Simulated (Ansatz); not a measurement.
G0W0 rungs for Selenium (P3_121, 3 atoms a cell).

Symmetry: P3_121, No. 152, trigonal system. The conventional cell has a = 4.366 Å, b = 4.366 Å, c = 4.954 Å, α = 90.00°, β = 90.00°, γ = 120.00°. Se has 2 Se at 2.37 Å nearest.

```
Se
1.0
     4.36620    0.00000    0.00000
    -2.18310    3.78124    0.00000
     0.00000    0.00000    4.95360
Se
3
Direct
  0.22540 0.00000 0.33333
  0.00000 0.22540 0.66667
  0.77460 0.77460 0.00000
```

The cell and positions come from the Crystallography Open Database and are kept as given unless a step says otherwise.

Runs so far (Ansatz 0.2.0, start PBE, PAW set soft_1 files, 6×6×4 mesh). Times are wall times on 1 × NVIDIA H100 80GB HBM3 (shared by 6 runs) with 3 threads of AMD EPYC 7R13 (Zen 3), shared host, good to a factor of about two.

```csv
bands summed,cutoff (eV),gap on the mesh (eV),time
110,60,1.644,22 s
268,120,1.711,19 s
```

What should the next rung give, with 549 bands and screening to 200 eV, and where is the limit?

The error falls about as one over the bands when the cutoff rises with them. A line through the two highest rungs given predicts 1.735 eV; the run gave 1.717 eV, a miss of 0.018 eV, so the law fails here: the steps don't follow it yet. The two highest rungs put the limit near 1.723 eV, the pair below near 1.758 eV; neither can be trusted until a further rung is run.

Gaps are over the mesh's points; an edge off the mesh would be missed. Limits: not at the basis limit; no spin-orbit coupling.

[Paths, hosts, dates, memory and timing lines, banners, echoed tables and standing remarks are left out of the program output.]

[Logs are printed without paths, hosts, clocks, repeated set-up lines and the standing remarks that a program may print on its own settings, such as how far it seeks lower states.]

[Runs of the session that timed out or met a known fault of the program may be left out.]

[Cells called generated may have been cut or substituted from an entry of the Crystallography Open Database or the Materials Project.]

[Hosts, paths, dates, database ids (printed as entryN), source tags and the programs' standing remarks are cut or masked in the printed files.]
